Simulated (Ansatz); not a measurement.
## What AgF (model cell, started as layered BN type) distorts into

Aim: this structure of AgF (model cell, started as layered BN type) is to be tested for unstable modes, and one is followed downhill.

Method: DFT PBEsol, scalar-relativistic, plane waves, PAW, in Ansatz 0.2.0.

The structure was built from a prototype and need not be the compound's stable phase.

**1. The starting structure**

Symmetry: P6_3/mmc, No. 194, hexagonal system. Conventional cell: a = 4.102 Å, b = 4.102 Å, c = 4.822 Å, α = 90.00°, β = 90.00°, γ = 120.00°. Nearest to Ag lie 5 F at 2.37 to 2.41 Å. Nearest to F lie 5 Ag at 2.37 to 2.41 Å. Farther neighbours and most contacts between anions are not listed.

**2. The dispersion**

The cell comes from relaxations at this level that are not shown. Stability and thermal properties need the whole zone. Linear response on a 2×2×2 q mesh gives force constants as far as a supercell of that size would.

Contents of input.yaml:

```yaml
crystal:
  lattice:
    - [4.1018079834, -2.9963e-06, 0.0]
    - [-2.0509013968, 3.5522714132, 0.0]
    - [0.0, 0.0, 4.8216818981]
  atoms:
    - { symbol: Ag, position: [0.3333333333, 0.6666666667, 0.25] }
    - { symbol: Ag, position: [0.6666666667, 0.3333333333, 0.75] }
    - { symbol: F, position: [0.6666666667, 0.3333333333, 0.25] }
    - { symbol: F, position: [0.3333333333, 0.6666666667, 0.75] }
kpoints:
  mp_grid: { grid: [12, 12, 8] }
hamiltonian:
  xc: pbesol
scf:
  occupations: { method: methfessel_paxton, width: 0.15 }
output:
  eigenvalues: true
phonons:
  method: dfpt
  qmesh: [2, 2, 2]
  temperatures: { t_max: 1000, t_step: 50 }
  qpath:
    path:
      - [[0.0, 0.0, 0.0], [0.5, 0.0, 0.0], [0.33333333, 0.33333333, 0.0], [0.0, 0.0, 0.0], [0.0, 0.0, 0.5], [0.5, 0.0, 0.5], [0.33333333, 0.33333333, 0.5], [0.0, 0.0, 0.5]]
      - [[0.5, 0.0, 0.5], [0.5, 0.0, 0.0]]
      - [[0.33333333, 0.33333333, 0.5], [0.33333333, 0.33333333, 0.0]]
    npoints: 10
```

Run with:

```
> ansatz run input.yaml --threads 4 --pin off --max-ram 7168MiB --backend cpu --events-out ev --progress --plain --runs-dir out
```

Numbers of over 12 decimals in the logs are rounded to 6 here.

Log:

```text
Warning: phonons: the dynamical matrix that this run interpolates holds no multipole term above the dipole-dipole one, and a site of this crystal is no centre of inversion, so its interpolated transverse optical and acoustic branches and sound speeds can stay off near Gamma, and the density of states and the thermodynamics with them. What a run solves at a wave vector of phonons.qpoints, Gamma apart, where the deck admits one, is free of this, and under fd what a larger phonons.supercell samples
Engine: ansatz 0.2.0, aarch64-unknown-linux-gnu
Pseudopotentials: kind: paw
Pseudopotential: Ag, paw, valence charge 19, recommended cutoff 420 eV (normal), Ag.paw.azcp
Pseudopotential: F, paw, valence charge 7, recommended cutoff 420 eV (normal), F.paw.azcp
Functional definition: PBEsol
  exchange = pbesol_x
  correlation = pbesol_c
Crystal: 4 atoms, lattice volume = 70.255 Å³
Basis set: ecut = 420 eV, 1349 PW (Γ), exchange–correlation on 60×60×72 points (8 copies of the dense FFT grid, shifted against one another)
Bands: 32, of which v1, the nominal top of the filled ones, is band 26 counted from 1 (25 counted from 0)
Symmetry: 24 space group operations
k-points: 95 of 1152
Non-local potential: Ag, projectors of the file, l = 0: 3, l = 1: 2, l = 2: 2, l = 3: 1
Non-local potential: F, projectors of the file, l = 0: 2, l = 1: 2, l = 2: 1
PAW form: soft (Blöchl's): semilocal exchange-correlation on the pseudo side does not see the compensation charge
PAW frozen core: Ag, regenerated for the run's functional, and the local potential with it (the file was generated under x = pbe(κ = 0.804, μ = 0.219515), c = pbe(β = 0.066725))
PAW frozen core: F, regenerated for the run's functional, and the local potential with it (the file was generated under x = pbe(κ = 0.804, μ = 0.219515), c = pbe(β = 0.066725))
PAW one-centre angular grid: Ag, 590 points (default); XC on 64 Gauss nodes
PAW one-centre angular grid: F, 110 points (default); XC on 64 Gauss nodes
Initial density: superposition of atomic densities (neutral atoms: chi_scale 0, normalization atom), corrected by the library's trained network
Initial wavefunctions: pseudopotential atomic-orbital guess
Functional: x = pbesol(κ = 0.804, μ = 0.123457), c = pbesol(β = 0.046)
SCF iter   1: F=—  HF=-16642.869948 eV  |F-HF|=—  |Δ(HF+E_count)|=         —  Δρ=1.43e-2  dr2=9.73e-2  ethr=1.77e-3  ⟨swp⟩=5.1  Hψ=10449  notcnv=0  defer=7
preconditioner: auto → LDOS  [metal: Δε(μ)=0.018 eV  Ē_g=11.745 eV  σ=0.150 eV  W_gap=0.10  n_scr=20 (ndim 8)  ℏωp=26.6 eV  f_vac=0.199  D(μ)=1.09/eV (n_scr^D=2)  β→1.0]
SCF iter   2: F=—  HF=-16642.882984 eV  |F-HF|=—  |Δ(HF+E_count)|=   1.30e-2  S|Δr|=    0.00e0  Δρ=1.63e-2  dr2=1.22e-1  ethr=1.87e-4  ⟨swp⟩=2.0  Hψ=5924  notcnv=0  defer=152
SCF iter   3: F=—  HF=-16642.848383 eV  |F-HF|=—  |Δ(HF+E_count)|=   3.46e-2  S|Δr|=    0.00e0  Δρ=3.76e-3  dr2=5.93e-3  ethr=1.87e-4  ⟨swp⟩=2.0  Hψ=4585  notcnv=0  defer=152
SCF iter   4: F=—  HF=-16642.846740 eV  |F-HF|=—  |Δ(HF+E_count)|=   1.64e-3  S|Δr|=    0.00e0  Δρ=4.02e-4  dr2=1.06e-4  ethr=1.14e-5  ⟨swp⟩=2.0  Hψ=4501  notcnv=0  defer=152
SCF iter   5: F=—  HF=-16642.846718 eV  |F-HF|=—  |Δ(HF+E_count)|=   2.14e-5  S|Δr|=    0.00e0  Δρ=3.22e-5  dr2=2.98e-7  ethr=2.03e-7  ⟨swp⟩=2.3  Hψ=4373  notcnv=0  defer=152
SCF iter   6: F=—  HF=-16642.846719 eV  |F-HF|=—  |Δ(HF+E_count)|=   7.84e-7  S|Δr|=    0.00e0  Δρ=3.68e-6  dr2=4.36e-9  ethr=5.74e-10  ⟨swp⟩=2.0  Hψ=4989  notcnv=0  defer=151
SCF iter   7: F=—  HF=-16642.846719 eV  |F-HF|=—  |Δ(HF+E_count)|=   1.27e-9  S|Δr|=    0.00e0  Δρ=3.54e-7  dr2=5.06e-11  ethr=8.39e-12  ⟨swp⟩=2.0  Hψ=4566  notcnv=0  defer=151
SCF iter   8: F=-16642.846719 eV  HF=-16642.846719 eV  |F-HF|=3.64e-12  |Δ(HF+E_count)|=  8.00e-11  S|Δr|=    0.00e0  Δρ=4.11e-8  dr2=9.11e-13  ethr=1.00e-12  ⟨swp⟩=9.1  Hψ=14171  notcnv=0
SCF 1 converged in 8 iterations: F = -16642.846719 eV  dr2 = 9.11e-13
  greatest PAW one-centre occupation: 1.000 electrons in one spin orbital (limit 2), on the Ag atom at site 1 (counted from 0), in its partial waves of l = 0
Initial density: read from a saved state, or passed on in memory by an earlier SCF of this step, an earlier step, the calling program or the single point that the run made first
iter 1 solved again at ethr=1.55e-8 eV; its pass at ethr=3.10e-3 eV (dr2=8.04e-6 eV) is discarded
SCF iter   1: F=—  HF=-16642.846718 eV  |F-HF|=—  |Δ(HF+E_count)|=         —  Δρ=1.92e-7  dr2=1.36e-11  ethr=1.55e-8  ⟨swp⟩=3.0  Hψ=18703  notcnv=0
eigensolver tolerance schedule: the retry pair's looser diagonalisation over-reported the residual by 593053.58 of it (diagonalisation noise at an unbounded share of the residual, at the tolerance the schedule requests for it); recorded, not acted on — ethr = c·dr2/N_el stays at c = 1.0e-1
preconditioner: auto → LDOS  [insulator: Δε(μ)=0.105 eV  Ē_g=11.838 eV  σ=0.150 eV  W_gap=0.51  n_scr=20 (ndim 8)  ℏωp=26.6 eV  f_vac=0.199  D(μ)=0.95/eV (n_scr^D=2)  ε∞_Penn≈6.0  β→1.0]
SCF iter   2: F=—  HF=-16642.846719 eV  |F-HF|=—  |Δ(HF+E_count)|=   9.48e-7  S|Δr|=    0.00e0  Δρ=2.16e-7  dr2=1.74e-11  ethr=1.00e-12  ⟨swp⟩=3.0  Hψ=6475  notcnv=0
SCF iter   3: F=-16642.846719 eV  HF=-16642.846719 eV  |F-HF|=0.00e0  |Δ(HF+E_count)|=  1.09e-11  S|Δr|=    0.00e0  Δρ=9.04e-8  dr2=2.25e-12  ethr=1.00e-12  ⟨swp⟩=2.0  Hψ=7854  notcnv=0
SCF 2 converged in 3 iterations: F = -16642.846719 eV  dr2 = 2.25e-12
phonons: the bands overlap, so this run is a metal and interpolates without the dipole-dipole term. If the crystal is really an insulator or semiconductor, its LO-TO splitting is missing
NSCF: frozen V_eff on 95 k-points
NSCF: frozen V_eff on 370 k-points
DFPT response loops at q = (0, 0, 0) (fractional): preconditioner auto → none (partly filled bands, converged f_vac=0.199); β = 0.50; Broyden in place of MSR1
NSCF: frozen V_eff on 740 k-points
DFPT response loops at q = (0, 0, -0.5) (fractional): mixed as the last ones told, above
NSCF: frozen V_eff on 740 k-points
DFPT response loops at q = (0, -0.5, 0) (fractional): mixed as the last ones told, above
NSCF: frozen V_eff on 740 k-points
DFPT response loops at q = (0, -0.5, -0.5) (fractional): mixed as the last ones told, above
SCF converged after 8 iterations
Stability not checked: this state was not tested for a lower state beside it, because cold or Methfessel-Paxton smearing, or corrected tetrahedra, fill the levels in a way that the test cannot read (fill_not_monotonic; see scf.lower_state_search)
Free energy (F): -16642.846719 eV
Harris-Foulkes:  -16642.846719 eV  (|F-HF|=3.64e-12)
Internal energy: -16642.850767 eV  (E = F + TS)
E sigma→0 (E₀):  -16642.847731 eV
Entropy (-TS):   0.004048 eV (1.012 meV/atom)
Fermi energy:    7.041160 eV
--- Per-component energies (eV) ---
  E_band       = -788.584884
  E_kinetic    = 1466.965135
  E_local      = -7214.242485  (includes V_loc(G=0)·N_el)
  E_nonlocal   = 322.867274
  E_hartree    = 3132.492408
  E_xc         = -518.418383
  E_vxc        = -663.182351  (∫ρ·V_xc dr)
  E_paw        = -8064.174443  (= ΣΔE_a)
  E_vpaw       = -965.981911  (= ΣTr[D̂ρ^β])
  E_aug_tail   = 0.004607  (compensation charges beyond the density's cutoff)
  E_ewald      = -5769.075246
  E_core_change = 0.730363  (= ΣΔE_core)
  E_smearing   = 0.004048  (= −TS)
  E_closure    = -0.000000  (closes the sum)
  Σ components = -16642.846719   (vs F -16642.846719, Δ=0.00e0)
--- Band table (eV; the first three rows and the last of 95) ---
  k-point 0: bands = [... 22 lower, 6.5654, 6.5654, 6.5740, 6.5740, 6.6976, 12.6749, 14.3406, 17.9456, ... 2 higher]
  k-point 1: bands = [... 22 lower, 6.5674, 6.5674, 6.5748, 6.5748, 6.9443, 12.1935, 14.9467, 17.8978, ... 2 higher]
  k-point 2: bands = [... 22 lower, 6.5724, 6.5724, 6.5772, 6.5772, 7.6556, 11.3691, 16.1427, 17.7804, ... 2 higher]
  k-point 94: bands = [... 22 lower, 5.8329, 5.8329, 7.0235, 7.0235, 13.0324, 13.0324, 13.7097, 13.7097, ... 2 higher]
--- Phonons (Γ-DFPT): 4 representative perturbations + reference (Σ response iterations 14) ---
  ASR residual: 2.743e-5 → 0.000e0 eV/Å²; symmetrization residual: 8.624e-6 eV/Å²
  ASR residual per site (eV/Å²): 1.34e-6 1.34e-6 2.74e-5 2.74e-5
  Γ frequencies (cm⁻¹): -11.77 0.00 0.00 0.00 7.14 7.14 167.65 167.65 198.37 198.37 209.65 251.53
--- Phonons (arbitrary-q DFPT): 4 irreducible q on the 2×2×2 mesh ---
  q = [0.0000, 0.0000, 0.0000] (star 1, of the zone-centre solve; hermiticity 5.15e-6, symmetrization 8.32e-7): -11.77 -0.00 -0.00 0.00 7.14 7.14 167.65 167.65 198.37 198.37 209.65 251.53
  q = [0.0000, 0.0000, -0.5000] (star 1, 4 solved perturbations in 930 linear systems a pass and spin channel, the states on 370 of 1152 k-point pairs; hermiticity 3.70e-6, symmetrization 3.69e-7): -17.87 -17.87 -17.87 -17.87 107.11 107.11 180.73 180.73 180.73 180.73 228.35 228.35
  q = [0.0000, -0.5000, 0.0000] (star 3, 6 solved perturbations in 1910 linear systems a pass and spin channel, the states on 370 of 1152 k-point pairs; hermiticity 9.24e-6, symmetrization 2.94e-6): -26.27 -24.07 -19.06 -9.22 87.01 88.88 196.94 217.20 220.55 225.12 225.66 234.58
  q = [0.0000, -0.5000, -0.5000] (star 3, 6 solved perturbations in 1910 linear systems a pass and spin channel, the states on 370 of 1152 k-point pairs; hermiticity 6.39e-6, symmetrization 6.23e-7): -23.67 -23.67 53.53 53.53 83.63 83.63 118.73 118.73 209.94 209.94 265.43 265.43
  sum rule: each row above includes the acoustic sum rule's correction from the zone centre's row sums; it moved no ω² by more than (0.63 cm⁻¹)²
  mesh force constants: q→R imaginary residual 1.48e-17; ASR residual 2.743e-5 → 0.000e0 eV/Å²; symmetrization residual 4.885e-15 eV/Å²
  interpolated dispersion: 93 rows × 12 modes
  density of states and harmonic sums: on the 18×18×14 q-mesh, interpolated from the force constants of a 2×2×2 supercell (no non-analytic term)
  largest difference from the sums on the solved wave vectors: F 2.85e-1 eV, S 3.69e-4 and C_V 8.42e-5 eV/K
  zero-point energy: 0.090510 eV/cell   skipped modes (ω ≤ 0): 690, of them read as no rigid motion or as one in doubt: 687 (2.272e0 modes/cell left out, lowest -34.59 cm⁻¹)   left out of the sums: 1.89e-1 of the cell's modes: C_V's classical limit lies that fraction below 3 k_B per atom; for a crystal, a wire or a layer, F and S can be off by more, and a phonons.interpolated_qmesh denser along its periods is the remedy for the sampling
```

The job ended after 6.1 min (4 threads of Arm Neoverse V2, shared host; peak memory 1.9 GiB).

Numbers from this step:

```
volume per atom                                         : 17.56 Å³
gap on the k-mesh                                       : 0 eV
sum-rule residual before enforcement                    : 2.74e-5 eV/Å²
lowest frequency on the path                            : -28.26 cm⁻¹
point group                                             : 6/mmm
highest frequency on the path or at a solved wavevector : 265.6 cm⁻¹
highest optical mode at the zone centre (no LO-TO term) : 251.5 cm⁻¹
lowest optical zone-centre mode                         : -11.77 cm⁻¹
lowest mode on the q mesh (acoustic modes at Γ apart)   : -26.27 cm⁻¹
```

Frequencies (cm⁻¹) solved at each irreducible wavevector; negative means imaginary. Frequencies by wavevector, by row:

```
q in reciprocal lattice units  star  mode 1  mode 2  mode 3  mode 4  mode 10  mode 11  mode 12
                        0 0 0     1   -11.8       0       0       0    198.4    209.7    251.5
                     0 0 -0.5     1   -17.9   -17.9   -17.9   -17.9    180.7    228.3    228.3
                     0 -0.5 0     3   -26.3   -24.1   -19.1    -9.2    225.1    225.7    234.6
                  0 -0.5 -0.5     3   -23.7   -23.7    53.5    53.5    209.9    265.4    265.4
```

Interpolated from a 2×2×2 q mesh, rough between the solved points. The phonon branches at the labelled points (cm⁻¹):

```
    point  branch 1  branch 2  branch 3  branch 4  branch 9  branch 10  branch 11  branch 12
        Γ       -12         0         0         0       198        198        210        252
  halfway       -19       -19       -18         9       211        212        213        245
        M       -26       -24       -19        -9       221        225        226        235
  halfway       -27       -25        -9        32       217        222        232        234
        K       -27       -27        14        46       216        227        227        238
  halfway       -21       -20       -14        20       212        215        218        243
        Γ       -12         0         0         0       198        198        210        252
  halfway       -13       -13       -11       -11       193        193        219        241
        A       -18       -18       -18       -18       181        181        228        228
  halfway       -22       -22        38        38       196        196        248        248
        L       -24       -24        54        54       210        210        265        265
  halfway         4         4        46        46       218        218        264        264
        H        24        24        31        31       226        226        262        262
  halfway       -14       -14        39        39       202        202        251        251
        A       -18       -18       -18       -18       181        181        228        228
jump to L       -24       -24        54        54       210        210        265        265
  halfway       -27       -22       -17        34       200        220        254        260
        M       -26       -24       -19        -9       221        225        226        235
jump to H        24        24        31        31       226        226        262        262
  halfway       -24       -24        19        41       218        234        254        254
        K       -27       -27        14        46       216        227        227        238
```

Symmetry leaves 4 wavevectors to solve. The lowest mode among them, the acoustic zeros apart, lies at q = (0, -0.5, 0) and is imaginary, 26.3i cm⁻¹, so the energy falls along it.

**3. The mode frozen in, largest atomic shift 0 Å**

The mode followed lies at q = (0, -0.5, 0) with frequency 26.3i cm⁻¹, the softest among the wavevectors solved. At small amplitude the distorted cell has space group no. 58 by a symmetry search on the positions. The undistorted cell that holds it gives the zero of energy on the same k mesh.

System of this step: AgF (model cell, started as layered BN type). It takes space group P6_3/mmc (No. 194, hexagonal). The conventional cell has a = 4.102 Å, b = 4.102 Å, c = 4.822 Å, α = 90.00°, β = 90.00°, γ = 120.00°. Ag has 5 F at 2.37 to 2.41 Å nearest. Nearest to F lie 5 Ag at 2.37 to 2.41 Å. Farther neighbours and most contacts between anions are not listed.

Contents of input.yaml:

```yaml
crystal:
  lattice:
    - [-4.1018079834, 2.9963e-06, 0.0]
    - [0.0, 0.0, -4.8216818981]
    - [-5.1898e-06, -7.1045398301, 0.0]
  atoms:
    - { symbol: Ag, position: [0.5, 0.75, 0.1666666667] }
    - { symbol: Ag, position: [0.0, 0.75, 0.6666666667] }
    - { symbol: Ag, position: [0.0, 0.25, 0.3333333333] }
    - { symbol: Ag, position: [0.5, 0.25, 0.8333333333] }
    - { symbol: F, position: [0.0, 0.75, 0.3333333333] }
    - { symbol: F, position: [0.5, 0.75, 0.8333333333] }
    - { symbol: F, position: [0.5, 0.25, 0.1666666667] }
    - { symbol: F, position: [0.0, 0.25, 0.6666666667] }
kpoints:
  mp_grid: { grid: [8, 6, 6] }
hamiltonian:
  xc: pbesol
scf:
  occupations: { method: methfessel_paxton, width: 0.15 }
output:
  forces: true
  stress: true
  eigenvalues: true
```

Log:

```text
[...]
Crystal: 8 atoms, lattice volume = 140.511 Å³
Basis set: ecut = 420 eV, 2707 PW (Γ), exchange–correlation on 60×72×96 points (8 copies of the dense FFT grid, shifted against one another)
Bands: 63, of which v1, the nominal top of the filled ones, is band 52 counted from 1 (51 counted from 0)
Symmetry: 16 space group operations
[...]
k-points: 80 of 288
[...]
k-point 0: bands = [... 48 lower, 6.5673, 6.5673, 6.5759, 6.5760, 6.6986, 10.3371, 11.2789, 12.6758, ... 7 higher]
  k-point 1: bands = [... 48 lower, 6.4037, 6.5039, 6.5272, 6.5624, 6.9478, 9.7194, 11.9188, 12.7438, ... 7 higher]
  k-point 2: bands = [... 48 lower, 6.2362, 6.3671, 6.3908, 6.4854, 7.4170, 8.8550, 12.7628, 12.9210, ... 7 higher]
  k-point 79: bands = [... 48 lower, 6.9545, 6.9545, 6.9545, 6.9545, 12.0304, 12.0304, 12.0304, 12.0304, ... 7 higher]
[key lines of the parts left out:]
SCF converged after 7 iterations
Free energy (F): -33285.694454 eV
Fermi energy:    7.069430 eV
P = ⅓ Tr σ = 0.0213 GPa (0.213 kbar)
```

Wall time 8.7 s (4 threads); peak memory 0.78 GiB.

This step gave:

| Quantity | Value |
| --- | --- |
| pressure | 0.02133 GPa |
| energy from the undistorted cell | 0 meV/atom |

The run ends at a pressure of 0.02 GPa, with forces up to 2.0e-4 eV/Å.

**4. The mode frozen in, largest atomic shift 0.22 Å**

The atoms are moved along the unstable eigenvector, the largest shift by 0.22 Å, with the cell fixed.

input.yaml, the sections that differ from step 3:

```yaml
crystal:
  lattice:
    - [-4.1018079834, 2.9963e-06, 0.0]
    - [0.0, 0.0, -4.8216818981]
    - [-5.1898e-06, -7.1045398301, 0.0]
  atoms:
    - { symbol: Ag, position: [0.5, 0.7077053637, 0.1666666667] }
    - { symbol: Ag, position: [0.0, 0.7922946363, 0.6666666667] }
    - { symbol: Ag, position: [0.0, 0.2077053637, 0.3333333333] }
    - { symbol: Ag, position: [0.5, 0.2922946363, 0.8333333333] }
    - { symbol: F, position: [0.0, 0.7043727677, 0.3333333333] }
    - { symbol: F, position: [0.5, 0.7956272323, 0.8333333333] }
    - { symbol: F, position: [0.5, 0.2043727677, 0.1666666667] }
    - { symbol: F, position: [0.0, 0.2956272323, 0.6666666667] }
# kpoints, hamiltonian, scf, output: as in step 3
```

Log:

```text
[...]
Crystal: 8 atoms, lattice volume = 140.511 Å³
Basis set: ecut = 420 eV, 2707 PW (Γ), exchange–correlation on 60×72×96 points (8 copies of the dense FFT grid, shifted against one another)
Bands: 63, of which v1, the nominal top of the filled ones, is band 52 counted from 1 (51 counted from 0)
Symmetry: 8 space group operations
[...]
k-points: 80 of 288
[...]
k-point 0: bands = [... 48 lower, 6.4804, 6.4820, 6.4843, 6.5285, 6.6821, 10.3236, 11.0196, 12.7588, ... 7 higher]
  k-point 1: bands = [... 48 lower, 6.3269, 6.4286, 6.4504, 6.5104, 6.9170, 9.6546, 11.7076, 12.8208, ... 7 higher]
  k-point 2: bands = [... 48 lower, 6.2326, 6.2999, 6.3455, 6.4449, 7.3799, 8.7931, 12.5599, 12.9660, ... 7 higher]
  k-point 79: bands = [... 48 lower, 6.8053, 6.8053, 6.9847, 6.9847, 11.4480, 11.4480, 12.5693, 12.5693, ... 7 higher]
[key lines of the parts left out:]
SCF converged after 7 iterations
Free energy (F): -33285.708027 eV
Fermi energy:    7.051461 eV
P = ⅓ Tr σ = -0.5475 GPa (-5.475 kbar)
```

Run time: 8.8 s. Hardware: 4 threads; peak memory 0.78 GiB.

Numbers from this step:

```yaml
pressure: -0.5475 GPa
energy_from_the_undistorted_cell: -1.669 meV/atom
```

The energy, extrapolated to zero smearing, is -1.67 meV/atom against the undistorted cell.

The run ends at a pressure of -0.55 GPa, with forces up to 0.10 eV/Å.

[end of part 1 of 3]

[Logs are printed without paths, hosts, clocks, repeated set-up lines and the standing remarks that a program may print on its own settings, such as how far it seeks lower states.]

[Hosts, paths, dates, database ids (printed as entryN), source tags and the programs' standing remarks are cut or masked in the printed files.]
